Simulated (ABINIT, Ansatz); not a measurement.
# BiHSe (P-6m2): zone-centre phonons

Wanted: the vibrations of BiHSe (P-6m2) at Γ, by two programs.

Main program and level: ABINIT 10.8.3; DFT LDA, scalar-relativistic, plane waves, HGH norm-conserving pseudopotentials.

This is a report of a sequence of runs, with most program output left out.

The structure was built from a prototype and need not be the compound's stable phase.

**1. Set-up**

The structure is hexagonal, space group P-6m2 (No. 187). The conventional cell has a = 3.904 Å, b = 3.904 Å, c = 4.054 Å, α = 90.00°, β = 90.00°, γ = 120.00°. Nearest to Bi lie 3 H at 2.25 Å and 6 Se at 3.03 Å. Nearest to H lie 3 Bi at 2.25 Å. Nearest to Se lie 6 H at 3.03 Å and 6 Bi at 3.03 Å. Farther neighbours and most contacts between anions are not listed.

Coordinates:

```
Bi H Se
1.0
     3.90359    0.00000    0.00000
    -1.95180    3.38060    0.00000
     0.00000    0.00000    4.05355
Bi H Se
1 1 1
Cartesian
  0.0000 0.0000 0.0000
  0.0000 2.2537 0.0000
  1.9518 1.1269 2.0268
```

**2. Relaxation**

The harmonic expansion needs vanishing forces, and a free crystal bears no stress, so cell and atoms are brought to rest. Stress is more sensitive to the basis than forces are: the last 3 Ha under the cutoff are smoothed with ecutsm, and the cutoff is raised above that of the later runs.

The starting cell comes from a relaxation made beforehand in Ansatz (LDA, PseudoDojo NC).

relax.abi

```
# relaxation
ionmov 2
optcell 2
dilatmx 1.08
ntime 40
tolmxf 1.0d-05
tolvrs 1.0d-14
prtwf 0
prtden 0
chksymtnons 0

# basis, mesh and filling
ecut 43.0
ecutsm 3.0
ixc 7
ngkpt 12 12 10
nshiftk 1
shiftk 0.0 0.0 0.0
istwfk *1
occopt 7
tsmear 0.01
nband 12
nstep 100
diemac 1000000.0
prtebands 0
prtgsr 0
useylm 1

# cell and atoms
acell 3*1.0 Angstrom
rprim 
    3.903586397 3.3922e-06 0.0
    -1.951796136 3.38060329 0.0
    0.0 0.0 4.0535459
ntypat 3
znucl 83 1 34
natom 3
typat 1 2 3
xred 
    0.0 0.0 0.0
    1/3 2/3 0.0
    2/3 1/3 0.5
pp_dirpath "./pseudo"
pseudos "Bi.hgh, H.hgh, Se.hgh"
```

Started as:

```bash
$ OMP_NUM_THREADS=1 mpirun -n 4 abinit relax.abi > relax.log
```

It took 9 min on 4 MPI ranks of Arm Neoverse N1, shared host.

The steps of the relaxation:

```csv
step,energy less that of the first step (eV),largest force (eV/Å),volume (Å³)
1,0.0000,0.0000,53.49
2,-0.0004,0.0000,53.60
3,-0.0009,0.0000,53.93
4,-0.0009,0.0000,53.93
5,-0.0009,0.0000,53.93
6,-0.0009,0.0000,53.94
7,-0.0009,0.0000,53.93
```

```csv
"conventional cell, symmetrised",before,after,change
a (Å),3.904,3.914,+0.3 %
b (Å),3.904,3.914,+0.3 %
c (Å),4.054,4.066,+0.3 %
volume (Å³/atom),17.83,17.98,+0.8 %
```

The relaxed structure:

```
Bi H Se
1.0
     3.91382    0.00000    0.00000
    -1.95691    3.38947    0.00000
     0.00000    0.00000    4.06570
Bi H Se
1 1 1
Direct
  0.00000 0.00000 0.00000
  0.33333 0.66667 0.00000
  0.66667 0.33333 0.50000
```

This step gave:

```
volume per atom   : 17.98 Å³
pressure          : -0.001453 GPa
gap on the k-mesh : 0 eV
```

The volume changes by +0.8 % from the cell with which this run began.

**3. Ground state**

The response is built on these wavefunctions, so the potential is converged far more tightly than an energy would need. Occupations are smeared.

gs.abi

```
# ground state
tolvrs 1.0d-16
prtden 1
prtwf 1

# basis, mesh and filling
ecut 35.0
ixc 7
ngkpt 12 12 10
nshiftk 1
shiftk 0.0 0.0 0.0
istwfk *1
occopt 7
tsmear 0.01
nband 12
nstep 100
diemac 1000000.0
prtebands 0
prtgsr 0
useylm 1

# cell and atoms
acell 3*1.0 Angstrom
rprim 
    3.913819801 3.401e-06 0.0
    -1.956912846 3.389465673 0.0
    0.0 0.0 4.06569715
ntypat 3
znucl 83 1 34
natom 3
typat 1 2 3
xred 
    0.0 0.0 0.0
    1/3 2/3 0.0
    2/3 1/3 0.5
pp_dirpath "./pseudo"
pseudos "Bi.hgh, H.hgh, Se.hgh"
```

Started as:

```bash
$ OMP_NUM_THREADS=1 mpirun -n 4 abinit gs.abi > gs.log
```

It took 71 s on 4 MPI ranks; 4.8 min of CPU time.

Read from the output:

- pressure: -0.2121 GPa

The cell stands at -0.21 GPa: the relaxation ran with a smoothed and higher cutoff, and the difference is a stress of the finite basis.

**4. Linear response at Γ**

At q = 0 one unit cell holds all displacements. The response is solved for single atoms along the cell's directions, and symmetry skips those that follow from others. The crystal is treated as a metal, which screens a static field, so no field response is asked.

dfpt_gamma.abi

```

# common to the responses
getwfk_filepath "gso_WFK"
kptopt 2
nqpt 1
qpt 0.0 0.0 0.0
asr 0
chneut 0

# displacements
rfphon 1
rfatpol 1 3
rfdir 1 1 1
tolvrs 1.0d-10
prtwf 0

# basis, mesh and filling
ecut 35.0
ixc 7
ngkpt 12 12 10
nshiftk 1
shiftk 0.0 0.0 0.0
istwfk *1
occopt 7
tsmear 0.01
nband 12
nstep 100
diemac 1000000.0
prtebands 0
prtgsr 0
useylm 1

# cell and atoms
acell 3*1.0 Angstrom
rprim 
    3.913819801 3.401e-06 0.0
    -1.956912846 3.389465673 0.0
    0.0 0.0 4.06569715
ntypat 3
znucl 83 1 34
natom 3
typat 1 2 3
xred 
    0.0 0.0 0.0
    1/3 2/3 0.0
    2/3 1/3 0.5
pp_dirpath "./pseudo"
pseudos "Bi.hgh, H.hgh, Se.hgh"
```

Started as:

```bash
$ OMP_NUM_THREADS=1 mpirun -n 4 abinit dfpt_gamma.abi > dfpt_gamma.log
```

It took 15 min on 4 MPI ranks.

Read from the output:

```yaml
largest_acoustic_frequency_at_the_zone_centre_before_the_sum_rule: -0.62 cm⁻¹
highest_optical_zone_centre_mode_no_lo_to_term: 593.7 cm⁻¹
lowest_optical_zone_centre_mode: -122.8 cm⁻¹
```

The acoustic modes at Γ come out as far as 0.6 cm⁻¹ from zero, where they should vanish, a small numerical error. The lowest optical mode is imaginary, 123i cm⁻¹, an instability at this level and on this k mesh.

**5. Zone-centre analysis**

anaddb reads the merged derivatives and imposes the acoustic sum rule.

anaddb.abi

```
ddb_filepath "gamma_DDB"
output_file "anaddb.abo"
outdata_prefix "anaddb"
asr 1
chneut 1
enunit 2
eivec 1
nph1l 1
qph1l 0.0 0.0 0.0 1.0
```

mrgddb.in

```
gamma_DDB
merged
2
dfpt_gammao_DDB
gso_DDB
```

Started as:

```bash
$ mrgddb < mrgddb.in > mrgddb.log
$ OMP_NUM_THREADS=1 anaddb anaddb.abi > anaddb.log
```

Elapsed: 0.54 s, on 1 thread.

No LO-TO term; unit eigenvectors of the mass-weighted matrix, from anaddb's displacements. Modes at Γ, with each element's share of the kinetic energy (negative means imaginary):

| mode | frequency (cm⁻¹) | Bi % | H % | Se % |
| --- | --- | --- | --- | --- |
| 1 | -122.8 | 27 | 8 | 66 |
| 2 | -122.8 | 27 | 8 | 66 |
| 3 | -85.3 | 28 | 2 | 71 |
| 4 | 0.0 | 72 | 0 | 27 |
| 5 | 0.0 | 72 | 0 | 27 |
| 6 | 0.0 | 72 | 0 | 27 |
| 7 | 491.0 | 1 | 92 | 7 |
| 8 | 491.0 | 1 | 92 | 7 |
| 9 | 593.7 | 0 | 98 | 2 |

Displacements in mode 1 (-122.8 cm⁻¹), the largest set to 1:
```
Bi1  0.10  0.13  0.00
H2  -0.75 -1.00  0.00
Se3 -0.25 -0.33  0.00
```

Displacements in mode 9 (593.7 cm⁻¹), the largest set to 1:
```
Bi1  0.00  0.00  0.00
H2   0.00  0.00  1.00
Se3  0.00  0.00 -0.02
```

The rule moves no optical mode by more than 0.1 cm⁻¹.

**6. Cross-check with Ansatz**

The same cell goes through another code, with its own cutoff. The potentials differ.

This step: DFT LDA, scalar-relativistic, plane waves, PseudoDojo norm-conserving pseudopotentials (Ansatz 0.2.0).

input.yaml

```yaml
crystal:
  lattice:
    - [3.9138198011, 3.401e-06, 0.0]
    - [-1.9569128459, 3.3894656731, 0.0]
    - [0.0, 0.0, 4.06569715]
  atoms:
    - { symbol: Bi, position: [0.0, 0.0, 0.0] }
    - { symbol: H, position: [0.3333333333, 0.6666666667, 0.0] }
    - { symbol: Se, position: [0.6666666667, 0.3333333333, 0.5] }
kpoints:
  mp_grid: { grid: [12, 12, 10] }
hamiltonian:
  xc: lda
  pseudopotentials: { kind: nc, accuracy: standard }
scf:
  occupations: { method: gaussian, width: 0.27211 }
output:
  eigenvalues: true
phonons:
  method: dfpt
```

Started as:

```bash
$ ansatz run input.yaml --threads 4 --pin off --max-ram 8192MiB --backend cpu --events-out ev --progress --plain --runs-dir out
```

Run time: 8.5 min. Hardware: 4 threads; peak memory 5.1 GiB.

Numbers from this step:

```
sum-rule residual before enforcement             : 1.39e-4 eV/Å²
highest optical zone-centre mode (no LO-TO term) : 610.1 cm⁻¹
lowest optical zone-centre mode                  : -92.91 cm⁻¹
```

**7. Side by side: ABINIT HGH and Ansatz, PseudoDojo**

Numbers from this step:

```yaml
root_mean_square_difference: 32.2 cm⁻¹
largest_difference: 44.22 cm⁻¹
```

Frequencies side by side, by row:

| q (reciprocal lattice) | mode | ABINIT HGH (cm⁻¹) | Ansatz, PseudoDojo (cm⁻¹) |
| --- | --- | --- | --- |
| 0 0 0 | 1 | -122.8 | -92.91 |
| 0 0 0 | 2 | -122.8 | -92.91 |
| 0 0 0 | 3 | -85.35 | -69.23 |
| 0 0 0 | 4 | 0 | 0 |
| 0 0 0 | 5 | 0 | 0 |
| 0 0 0 | 6 | 0 | 0 |
| 0 0 0 | 7 | 491 | 535.2 |
| 0 0 0 | 8 | 491 | 535.2 |
| 0 0 0 | 9 | 593.7 | 610.1 |

At the zone centre the largest difference (acoustic modes at Γ apart) is 7 % of the highest mode.

**8. Results**

```json
{
  "space group after relaxation": "P-6m2",
  "volume per atom": "18.0 Å³",
  "highest optical zone-centre mode (no LO-TO term)": "593.7 cm⁻¹",
  "lowest optical zone-centre mode": "-122.8 cm⁻¹",
  "imaginary optical modes at the zone centre (no q mesh in this session)": "yes",
  "largest difference from Ansatz, PseudoDojo": "44.2 cm⁻¹"
}
```

What this shows: At the LDA level the optical modes of BiHSe (P-6m2) at the zone centre run from 123i to 594 cm⁻¹, so the structure is a saddle point, with 3 modes beyond 10i cm⁻¹ there. ABINIT HGH and Ansatz, PseudoDojo differ by 32.2 cm⁻¹ in the root mean square and by 44.2 cm⁻¹ at most, 7.4 % of the highest mode compared (acoustic modes at Γ left out); the two use different potentials, and the cell was not relaxed for the second set. These are harmonic frequencies at zero temperature: anharmonic shifts and linewidths and thermal expansion are left out. Spin-orbit coupling is left out, which can matter for the heavy elements here. The HGH files keep few electrons and have no core correction, which is cheap but rough for Bi. In a metal the frequencies hang on the k mesh and the smearing, most of all near Kohn anomalies. The structure is a hypothetical one, built on a prototype.

[Host names and launcher messages were left out of these logs when they were recorded.]

[Logs are printed without paths, hosts, clocks, repeated set-up lines and the standing remarks that a program may print on its own settings, such as how far it seeks lower states.]

[Hosts, paths, dates, database ids (printed as entryN), source tags and the programs' standing remarks are cut or masked in the printed files.]
